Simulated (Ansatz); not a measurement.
# Core levels in a random alloy: Mg3Sc (Sc on 25 % of the Mg sites, one arrangement), part 2 of 2

What do XPS lines of Mg3Sc (Sc on 25 % of the Mg sites, one arrangement) look like, site by site?

Ansatz 0.2.0; DFT, r2SCAN, plane-wave PAW, default files, scalar-relativistic.

So far. Step 3 (Valence states): The largest force component on a free atom is 0.003 eV/Å, so the atoms are at rest for these settings too. At the Fermi level the DOS is 13.87 states/eV a cell.

## (4) Core holes

XPS shifts tell sites apart. Each chosen atom gets a core hole in a self-consistent pass of its own.

Contents of input.yaml:

```yaml
crystal:
  lattice:
    - [-4.8762749472, 2.8223545457, 5.2290818568]
    - [-4.8493494377, 2.7675970681, -5.175110234]
    - [-3.1931054013, -5.55617746, -5.222968487]
  atoms:
    - { symbol: Mg, position: [0.6277724433, 0.873068815, 0.7558397171] }
    - { symbol: Mg, position: [0.1274536169, 0.373945017, 0.7507647071] }
    - { symbol: Sc_h, position: [0.2437505319, 0.7468503924, 0.5045695283] }
    - { symbol: Mg_h, position: [0.742801771, 0.2495925047, 0.4898512101] }
    - { symbol: Sc_h, position: [0.8793834153, 0.6242842003, 0.2551998591] }
    - { symbol: Mg, position: [0.3713694819, 0.1160709078, 0.2510872982] }
    - { symbol: Mg, position: [0.5013387739, 0.502726422, 0.006506763] }
    - { symbol: Sc, position: [-0.0038060384, -0.0018354088, -0.0055385966] }
    - { symbol: Mg, position: [0.8313803165, 0.8322196727, 0.5038300176] }
    - { symbol: Mg_h, position: [0.3368961722, 0.335317201, 0.4968620637] }
    - { symbol: Mg, position: [0.4560985362, 0.7134303987, 0.2510834452] }
    - { symbol: Mg_h, position: [0.9599011004, 0.2057311506, 0.2418195508] }
    - { symbol: Mg, position: [0.0873811662, 0.5810671009, -0.0027418482] }
    - { symbol: Sc_h, position: [0.5888179171, 0.0848645259, 0.0022676116] }
    - { symbol: Mg, position: [0.709317609, 0.4599504137, 0.7527942349] }
    - { symbol: Mg, position: [0.206809853, 0.9693833524, 0.7458044381] }
kpoints:
  mp_grid: { grid: [4, 4, 4] }
scf:
  occupations: { method: fermi_dirac, width: 0.08 }
  n_extra_bands: 16
hamiltonian:
  xc: r2scan
  pseudopotentials: { kind: paw }
output:
  forces: true
  core_levels:
    shells: { Mg_h: "2p", Sc_h: "2p" }
    counted_from: fermi_level
    add_spin: false
```

The run is started by

```
ansatz run input.yaml --threads 4 --pin off --max-ram 14336MiB --backend cpu --events-out ev --progress --plain --runs-dir out
```

Run time: 18 min. Hardware: 4 threads of Intel Xeon at 2.50GHz (Skylake/Cascade Lake), shared host; peak memory 2.6 GiB.

Each level is the free energy with the hole less that without it. The electron goes to the Fermi level, so the difference is a binding energy from E_F. The hole's nearest image is 7.6 Å away, and the holes carry no spin, so absolute levels are rough.

| atom | region | shell | level (eV) | shift (eV) | j lines (eV) | doubts |
| --- | --- | --- | --- | --- | --- | --- |
| Sc3 | - | 2p | 402.40 | -0.06 | 405.40 / 400.90 | - |
| Mg4 | - | 2p | 50.86 | +0.25 | 51.04 / 50.77 | - |
| Sc5 | - | 2p | 402.38 | -0.08 | 405.38 / 400.87 | - |
| Mg10 | - | 2p | 50.89 | +0.28 | 51.07 / 50.80 | - |
| Mg12 | - | 2p | 50.61 | +0.00 | 50.79 / 50.52 | - |
| Sc14 | - | 2p | 402.46 | +0.00 | 405.46 / 400.95 | - |

Levels of p, d and f shells are means over their two j lines, weighted by degeneracy; the splitting comes from the atom's own solve. Shifts count from the last listed atom of each element.

The Sc 2p lines of the listed atoms alone (other atoms of the cell aren't counted), as Gaussians 0.8 eV wide, no depth weighting. Intensity against Sc 2p level; read off at these points:

| Sc 2p level (eV) | intensity (%) |
| --- | --- |
| 399.40 | 0.00586 |
| 399.60 | 0.0657 |
| 399.80 | 0.524 |
| 400.00 | 2.94 |
| 400.20 | 11.7 |
| 400.40 | 33.2 |
| 400.60 | 66.7 |
| 400.80 | 95.2 |
| 400.90 | 100.0 |
| 401.00 | 96.4 |
| 401.20 | 69.3 |
| 401.40 | 35.4 |
| 401.60 | 12.8 |
| 401.80 | 3.30 |
| 402.00 | 0.603 |
| 402.20 | 0.0776 |
| 402.40 | 0.00723 |
| 402.60 | 4.7e-4 |
| 402.80 | 0 |
| 403.00 | 0 |
| 403.20 | 0 |
| 403.40 | 0 |
| 403.60 | 0 |
| 403.80 | 7.0e-4 |
| 404.00 | 0.00937 |
| 404.20 | 0.0888 |
| 404.40 | 0.606 |
| 404.60 | 2.91 |
| 404.80 | 9.88 |
| 405.00 | 23.9 |
| 405.20 | 41.0 |
| 405.40 | 49.9 |
| 405.60 | 43.2 |
| 405.80 | 26.5 |
| 406.00 | 11.5 |
| 406.20 | 3.56 |
| 406.40 | 0.786 |
| 406.60 | 0.123 |
| 406.80 | 0.0135 |

The Mg 2p lines of the listed atoms alone (other atoms of the cell aren't counted), as Gaussians 0.3 eV wide, no depth weighting. Table of intensity by Mg 2p level; read off at these points:

| Mg 2p level (eV) | intensity (%) |
| --- | --- |
| 49.8 | 0 |
| 50.0 | 0.0102 |
| 50.2 | 1.71 |
| 50.4 | 25.4 |
| 50.6 | 62.6 |
| 50.8 | 99.5 |
| 51.0 | 56.0 |
| 51.2 | 19.5 |
| 51.4 | 0.949 |
| 51.6 | 0.00413 |

## (5) The pure metal: Mg

System of this step: Mg. It takes space group P6_3/mmc (No. 194, hexagonal). The conventional cell has a = 3.190 Å, b = 3.190 Å, c = 5.190 Å, α = 90.00°, β = 90.00°, γ = 120.00°. Nearest to Mg lie 12 Mg at 3.18 to 3.19 Å.

Shifts are quoted against the pure metal, so it gets the same hole in a cell of like size.

Contents of input.yaml:

```yaml
crystal:
  lattice:
    - [-4.785, 2.7626210381, 5.19]
    - [-4.785, 2.7626210381, -5.19]
    - [-3.19, -5.5252420761, 5.19]
  atoms:
    - { symbol: Mg_h, position: [0.875, 0.625, 0.75] }
    - { symbol: Mg, position: [0.375, 0.125, 0.75] }
    - { symbol: Mg, position: [0.25, 0.75, 0.5] }
    - { symbol: Mg, position: [0.75, 0.25, 0.5] }
    - { symbol: Mg, position: [0.625, 0.875, 0.25] }
    - { symbol: Mg, position: [0.125, 0.375, 0.25] }
    - { symbol: Mg, position: [0.5, 0.5, 0.0] }
    - { symbol: Mg, position: [0.0, 0.0, 0.0] }
    - { symbol: Mg, position: [0.3333333333, 0.3333333333, 0.5] }
    - { symbol: Mg, position: [0.8333333333, 0.8333333333, 0.5] }
    - { symbol: Mg, position: [0.7083333333, 0.4583333333, 0.25] }
    - { symbol: Mg, position: [0.2083333333, 0.9583333333, 0.25] }
    - { symbol: Mg, position: [0.0833333333, 0.5833333333, 0.0] }
    - { symbol: Mg, position: [0.5833333333, 0.0833333333, 0.0] }
    - { symbol: Mg, position: [0.9583333333, 0.2083333333, 0.75] }
    - { symbol: Mg, position: [0.4583333333, 0.7083333333, 0.75] }
kpoints:
  mp_grid: { grid: [4, 4, 4] }
scf:
  occupations: { method: fermi_dirac, width: 0.08 }
  n_extra_bands: 19
hamiltonian:
  xc: r2scan
  pseudopotentials: { kind: paw }
output:
  forces: true
  dos:
    projected: true
    de: 0.05
    e_range: [-30, 12]
    method: { smearing: { sigma: 0.1, scheme: gaussian } }
  core_levels:
    shells: { Mg_h: "2p" }
    counted_from: fermi_level
    add_spin: false
```

It took 1.7 min on 4 threads; peak memory 2 GiB.

This step gave:

```yaml
free_energy: -30822.5557 eV
energy_at_zero_smearing: -30822.4907 eV
smearing_term_ts: 0.1301 eV
fermi_energy: 5.701 eV
symmetry_operations: 4
share_of_occupied_states_in_no_projected_shell: 0.2877 of the occupied states in the window
dos_at_the_fermi_level: 6.745 states/eV/cell
```

The spectra weight each projected shell by its atomic cross section (Dirac–Hartree–Slater) and angular factor, for linear light with the analyser at 0° from the polarisation. Broadening, on top of any smearing of the DOS itself: a Gaussian of 0.6 eV and a Lorentzian of 0.2 eV plus 0.05 times the binding energy (full widths), Fermi edge at 20 K. Curves are cut 10 eV under the photon energy, above any shell that the free atom's threshold puts out of reach, or at the lower edge of the window: 9.2 eV at 21.2 eV, 9.2 eV at 40.8 eV, 9.2 eV at 150 eV, 9.2 eV at 1486.7 eV and 9.2 eV at 8047.8 eV. Dipole terms alone, which is rough above 3 keV; no background, satellites or final-state effects.

How the area divides among the shells (%):

| shell | 21.2 eV | 40.8 eV | 150 eV | 1486.7 eV | 8047.8 eV |
| --- | --- | --- | --- | --- | --- |
| Mg 3s | 96.5 | 86.4 | 86.3 | 98.3 | 99.8 |
| Mg 3p* | 3.5 | 13.6 | 13.7 | 1.7 | 0.2 |

Each level is the free energy with the hole less that without it. The electron goes to the Fermi level, so the difference is a binding energy from E_F. The hole's nearest image is 7.6 Å away, and the holes carry no spin, so absolute levels are rough.

| atom | region | shell | level (eV) | shift (eV) | j lines (eV) | doubts |
| --- | --- | --- | --- | --- | --- | --- |
| Mg1 | Mg1 | 2p | 51.11 | - | 51.29 / 51.02 | - |

Levels of p, d and f shells are means over their two j lines, weighted by degeneracy; the splitting comes from the atom's own solve. 

At the Fermi level the DOS is 6.74 states/eV a cell.

## (6) Results

| Quantity | Value |
| --- | --- |
| Mg 2p shift from the pure metal | -0.51 to -0.23 eV |
| spread of the Sc level over the listed sites | 0.08 eV |
| spread of the Mg level over the listed sites | 0.28 eV |
| strongest listed peak within 13 eV of the zero, at 1486.7 eV | 1.8 eV binding, mostly Mg 3s |
| strongest listed peak within 13 eV of the zero, at 21.2 eV | 0.1 eV binding, mostly Sc 3d |
| Sc 3d centre of the filled part | -1.14 eV (2.1 states an atom) |

Core shifts: Mg -0.51 to -0.23 eV. Among the sites run, the most bound Mg 2p level is that of Mg10, bonded to 9 Mg and 3 Sc; the least bound, 0.28 eV shallower, that of Mg12, bonded to 8 Mg and 4 Sc. At 21.2 eV the valence spectrum has its highest listed peak within 10.8 eV at 0.1 eV (Sc 3d). At 1486.7 eV the valence spectrum has its highest listed peaks within 13 eV at 0.2 eV (mixed, Sc 3d leading), 1.8 eV (Mg 3s), 2.3 eV (Mg 3s), 2.8 eV (Mg 3s) and 4.0 eV (Mg 3s). The shell named is the one with most of the intensity, cross sections included, not always the one with most states there. In the main run, from 1486.7 eV towards hard X-rays the Mg 3s share grows by 9 points, as its cross section falls more slowly with photon energy than those of the shells it gains on. Shifts mix charge transfer, volume and screening, so their sign doesn't give the direction of charge flow by itself.

[Logs are printed without paths, hosts, clocks, repeated set-up lines and the standing remarks that a program may print on its own settings, such as how far it seeks lower states.]

[Hosts, paths, dates, database ids (printed as entryN), source tags and the programs' standing remarks are cut or masked in the printed files.]

[Maps of the electrostatic potential energy from Ansatz leave out the sawtooth potential of an applied field or a dipole correction, so their vacuum need not be flat; work functions include it.]
